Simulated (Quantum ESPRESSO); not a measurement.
# Collinear magnetic orders of MnCuAs with Quantum ESPRESSO, part 2 of 2

Does MnCuAs prefer parallel or opposed moments, or none?

Quantum ESPRESSO 7.5; PBEsol; plane waves with GBRV 1.5 PBEsol potentials, no spin-orbit coupling.

So far, absolute magnetization (μB): step 2 (run 1 (ferro ++)) 7.59.

## (3) Start 2: antiferro +−

Contents of pw.in:

```
&CONTROL
  calculation = 'scf'
  prefix = 'pwscf'
  outdir = './tmp'
  pseudo_dir = './pseudo'
  disk_io = 'nowf'
/
&SYSTEM
  ibrav = 0
  celldm(1) = 8
  nat = 6
  ntyp = 4
  ecutwfc = 40
  ecutrho = 280
  nbnd = 50
  occupations = 'smearing'
  smearing = 'fd'
  degauss = 0.00734986
  nspin = 2
  starting_magnetization(1) = 0.2333
  starting_magnetization(2) = -0.2333
  starting_magnetization(3) = 0
  starting_magnetization(4) = 0
/
&ELECTRONS
  conv_thr = 1.2d-08
  electron_maxstep = 150
  mixing_beta = 0.3
/
ATOMIC_SPECIES
Mn1    54.9380 mn_pbesol_v1.5.uspp.F.UPF
Mn2    54.9380 mn_pbesol_v1.5.uspp.F.UPF
Cu     63.5460 cu_pbesol_v1.2.uspp.F.UPF
As     74.9216 as_pbesol_v1.uspp.F.UPF
CELL_PARAMETERS alat
   0.8738780988147    0.0000000000000    0.0000000000000
   0.0000000000000    0.8738780988147    0.0000000000000
   0.0000000000000    0.0000000000000    1.5137703088783
ATOMIC_POSITIONS crystal
Mn1     0.0000000000    0.5000000000    0.1640200000
Mn2     0.5000000000    0.0000000000    0.8359800000
Cu      0.0000000000    0.0000000000    0.5000000000
Cu      0.5000000000    0.5000000000    0.5000000000
As      0.0000000000    0.5000000000    0.7762460000
As      0.5000000000    0.0000000000    0.2237540000
K_POINTS automatic
8 8 4 0 0 0
```

Run with:

```bash
OMP_NUM_THREADS=1 mpirun -n 4 pw.x -nk 4 -in pw.in > pw.out
```

The program printed:

```text
[banner, memory and clock lines left out]
Program PWSCF v.7.5 starts

     Message from routine setup:
     using ibrav=0 with symmetry is DISCOURAGED, use correct ibrav instead

     bravais-lattice index     =            0
     lattice parameter (alat)  =       8.0000  a.u.
     unit-cell volume          =     591.8773 (a.u.)^3
     number of atoms/cell      =            6
     number of atomic types    =            4
     number of electrons       =        78.00
     number of Kohn-Sham states=           50
     kinetic-energy cutoff     =      40.0000  Ry
     charge density cutoff     =     280.0000  Ry
     scf convergence threshold =      1.2E-08
     mixing beta               =       0.3000
     number of iterations used =            8  plain     mixing
     Exchange-correlation= SLA  PW   PSX  PSC
                           (   1   4  10   8   0   0   0)

     celldm(1)=   8.000000  celldm(2)=   0.000000  celldm(3)=   0.000000
     celldm(4)=   0.000000  celldm(5)=   0.000000  celldm(6)=   0.000000

     crystal axes: (cart. coord. in units of alat)
               a(1) = (   0.873878   0.000000   0.000000 )
               a(2) = (   0.000000   0.873878   0.000000 )
               a(3) = (   0.000000   0.000000   1.513770 )

     reciprocal axes: (cart. coord. in units 2 pi/alat)
               b(1) = (  1.144324  0.000000  0.000000 )
               b(2) = (  0.000000  1.144324  0.000000 )
               b(3) = (  0.000000  0.000000  0.660602 )

     PseudoPot. # 1 for Mn read from file:
     mn_pbesol_v1.5.uspp.F.UPF
     Pseudo is Ultrasoft + core correction, Zval = 15.0

     PseudoPot. # 2 for Mn read from file:
     mn_pbesol_v1.5.uspp.F.UPF
     Pseudo is Ultrasoft + core correction, Zval = 15.0

     PseudoPot. # 3 for Cu read from file:
     cu_pbesol_v1.2.uspp.F.UPF
     Pseudo is Ultrasoft + core correction, Zval = 19.0

     PseudoPot. # 4 for As read from file:
     as_pbesol_v1.uspp.F.UPF
     Pseudo is Ultrasoft + core correction, Zval =  5.0

     atomic species   valence    mass     pseudopotential
     Mn1              15.00    54.93800     Mn( 1.00)
     Mn2              15.00    54.93800     Mn( 1.00)
     Cu               19.00    63.54600     Cu( 1.00)
     As                5.00    74.92160     As( 1.00)

     Starting magnetic structure
     atomic species   magnetization
     Mn1             0.233
     Mn2            -0.233
     Cu              0.000
     As              0.000

      8 Sym. Ops. (no inversion) found ( 4 have fractional translation)

   Cartesian axes

     site n.     atom                  positions (alat units)
         1        Mn1    tau(   1) = (   0.0000000   0.4369390   0.2482886  )
         2        Mn2    tau(   2) = (   0.4369390   0.0000000   1.2654817  )
         3        Cu     tau(   3) = (   0.0000000   0.0000000   0.7568852  )
         4        Cu     tau(   4) = (   0.4369390   0.4369390   0.7568852  )
         5        As     tau(   5) = (   0.0000000   0.4369390   1.1750581  )
         6        As     tau(   6) = (   0.4369390   0.0000000   0.3387122  )

     number of k points=    45  Fermi-Dirac smearing, width (Ry)=  0.0073
                       cart. coord. in units 2pi/alat
        k(    1) = (   0.0000000   0.0000000   0.0000000), wk =   0.0039062
        k(    2) = (   0.0000000   0.0000000   0.1651506), wk =   0.0078125
        k(    3) = (   0.0000000   0.0000000  -0.3303011), wk =   0.0039062
        k(    4) = (   0.0000000   0.1430405   0.0000000), wk =   0.0156250
        k(    5) = (   0.0000000   0.1430405   0.1651506), wk =   0.0312500
        [... 40 further k-points ...]

     Dense  grid:    47069 G-vectors     FFT dimensions: (  40,  40,  72)

     Smooth grid:    20229 G-vectors     FFT dimensions: (  30,  30,  50)

     Check: negative core charge=   -0.000023
     Generating pointlists ...
     new r_m :   0.2421 (alat units)  1.9371 (a.u.) for type    1
     new r_m :   0.2421 (alat units)  1.9371 (a.u.) for type    2
     new r_m :   0.2495 (alat units)  1.9958 (a.u.) for type    3
     new r_m :   0.2421 (alat units)  1.9371 (a.u.) for type    4

     Initial potential from superposition of free atoms

     starting charge      74.9994, renormalised to      78.0000
     Starting wfcs are   60 randomized atomic wfcs

     Self-consistent Calculation

     iteration #  1     ecut=    40.00 Ry     beta= 0.30
     Davidson diagonalization with overlap
     ethr =  1.00E-02,  avg # of iterations =  3.1

     total energy              =   -1303.96988583 Ry
     estimated scf accuracy    <      15.32335767 Ry

     total magnetization       =     0.00 Bohr mag/cell
     absolute magnetization    =     3.88 Bohr mag/cell

     iteration #  2     ecut=    40.00 Ry     beta= 0.30
     Davidson diagonalization with overlap
     ethr =  1.00E-02,  avg # of iterations =  3.5

     total energy              =   -1301.82725989 Ry
     estimated scf accuracy    <     103.69168901 Ry

     total magnetization       =    -0.00 Bohr mag/cell
     absolute magnetization    =     0.47 Bohr mag/cell

     [... further iterations left out ...]

     iteration # 19     ecut=    40.00 Ry     beta= 0.30
     Davidson diagonalization with overlap
     ethr =  1.65E-11,  avg # of iterations =  4.7

     total energy              =   -1309.15589951 Ry
     estimated scf accuracy    <       0.00000002 Ry

     total magnetization       =     0.00 Bohr mag/cell
     absolute magnetization    =     7.58 Bohr mag/cell

     iteration # 20     ecut=    40.00 Ry     beta= 0.30
     Davidson diagonalization with overlap
     ethr =  1.65E-11,  avg # of iterations =  2.9

     Magnetic moment per site  (integrated on atomic sphere of radius R)
     atom   1 (R=0.242)  charge= 13.1537  magn=  3.3646
     atom   2 (R=0.242)  charge= 13.1537  magn= -3.3645
     atom   3 (R=0.249)  charge= 17.8110  magn= -0.0000
     atom   4 (R=0.249)  charge= 17.8110  magn= -0.0000
     atom   5 (R=0.242)  charge=  2.8102  magn=  0.0052
     atom   6 (R=0.242)  charge=  2.8102  magn= -0.0052

     End of self-consistent calculation

     [... lines left out ...]
     the Fermi energy is    13.6074 ev

!    total energy              =   -1309.15589951 Ry
     estimated scf accuracy    <          1.4E-09 Ry
     smearing contrib. (-TS)   =      -0.00539300 Ry
     internal energy E=F+TS    =   -1309.15050651 Ry

     The total energy is F=E-TS. E is the sum of the following terms:
     one-electron contribution =    -975.21190172 Ry
     hartree contribution      =     524.89553490 Ry
     xc contribution           =    -192.39305335 Ry
     ewald contribution        =    -666.44108633 Ry

     total magnetization       =     0.00 Bohr mag/cell
     absolute magnetization    =     7.58 Bohr mag/cell

     convergence has been achieved in  20 iterations
```

Run time: 2.2 min. Hardware: 4 MPI ranks of Intel Xeon Platinum 8488C (Sapphire Rapids), shared host; peak memory 0.67 GiB; 8.7 min of CPU time.

Spin moment in the atom's sphere by atom:

```tsv
atom	spin moment in the atom's sphere (μB)
Mn1	3.36
Mn2	-3.36
Cu3	0.00
Cu4	0.00
As5	0.01
As6	-0.01
```

Read from the output:

| Property | Result |
| --- | --- |
| smearing term TS | 0.07338 eV |
| magnetization | 0 μB |
| absolute magnetization | 7.584 μB |
| final state | antiferromagnetic |

## (4) Run 3 (no spin polarisation)

Edit pw.in of step 3 so:

```diff
@@ -11,3 +11,3 @@
   nat = 6
-  ntyp = 4
+  ntyp = 3
   ecutwfc = 40
@@ -18,7 +18,2 @@
   degauss = 0.00734986
-  nspin = 2
-  starting_magnetization(1) = 0.2333
-  starting_magnetization(2) = -0.2333
-  starting_magnetization(3) = 0
-  starting_magnetization(4) = 0
 /
@@ -30,4 +25,3 @@
 ATOMIC_SPECIES
-Mn1    54.9380 mn_pbesol_v1.5.uspp.F.UPF
-Mn2    54.9380 mn_pbesol_v1.5.uspp.F.UPF
+Mn     54.9380 mn_pbesol_v1.5.uspp.F.UPF
 Cu     63.5460 cu_pbesol_v1.2.uspp.F.UPF
@@ -39,4 +33,4 @@
 ATOMIC_POSITIONS crystal
-Mn1     0.0000000000    0.5000000000    0.1640200000
-Mn2     0.5000000000    0.0000000000    0.8359800000
+Mn      0.0000000000    0.5000000000    0.1640200000
+Mn      0.5000000000    0.0000000000    0.8359800000
 Cu      0.0000000000    0.0000000000    0.5000000000
```

The program printed:

```text
     [... lines left out ...]
Program PWSCF v.7.5 starts
     [... lines left out ...]
     number of atoms/cell      =            6
     [... lines left out ...]
     number of electrons       =        78.00
     number of Kohn-Sham states=           50
     kinetic-energy cutoff     =      40.0000  Ry
     charge density cutoff     =     280.0000  Ry
     scf convergence threshold =      1.2E-08
     [... lines left out ...]
     16 Sym. Ops., with inversion, found ( 8 have fractional translation)
     [... lines left out ...]
     number of k points=    45  Fermi-Dirac smearing, width (Ry)=  0.0073
     [... lines left out ...]
     iteration # 15     ecut=    40.00 Ry     beta= 0.30
     [... lines left out ...]
     the Fermi energy is    13.0688 ev
!    total energy              =   -1309.00603625 Ry
     estimated scf accuracy    <          5.7E-09 Ry
     smearing contrib. (-TS)   =      -0.02779469 Ry
     [... lines left out ...]
     convergence has been achieved in  15 iterations
```

Run time: 40 s. Hardware: 4 MPI ranks; peak memory 0.54 GiB; 2.6 min of CPU time.

Read from the output:

| Quantity | Value |
| --- | --- |
| smearing term TS | 0.3782 eV |
| final state | non-magnetic (no spin polarisation) |

## (5) Ranking

An order is kept where moments of 0.15 μB or more survive with the typed signs; meshes match where a doubled cell samples the same k points as the first cell.

Orders:

```tsv
start	final state	typed order kept	energy over the lowest (meV a seeded atom)	largest site moment (μB)	net moment (μB a cell of the first run)	mesh matched	CPU time (s)
ferro ++	ferromagnetic	yes	138.5	3.38	7.186	yes	285.7
antiferro +-	antiferromagnetic	yes	0	3.365	0	yes	524.2
no spin polarisation	non-magnetic	-	1020	0	0	yes	156.8
```

## (6) Summary of results

```json
{
 "lowest state found": "antiferromagnetic (from antiferro +-)",
 "largest site moment": "3.36 μB",
 "next state with moments": "ferromagnetic, 139 meV a seeded atom higher",
 "state without moments": "1020 meV a seeded atom higher"
}
```

**Reading.** Forming the moments gains more than four times the spread of the orders, as local moments do. This is the lowest of 3 collinear or spinless starts, no proof of the ground state. Energies are free energies at an electronic temperature of 1160 K, which lowers moments and differences where the moments are itinerant.

[Logs and program files are shortened in this print: banners, set-up blocks, solver, clock and traceback lines can be left out without a mark of their own.]

[Logs are printed without paths, hosts, clocks, repeated set-up lines and the standing remarks that a program may print on its own settings, such as how far it seeks lower states.]

[Hosts, paths, dates, database ids (printed as entryN), source tags and the programs' standing remarks are cut or masked in the printed files.]

[Where a cell is said to come from a database of computed structures, the database is the Materials Project.]
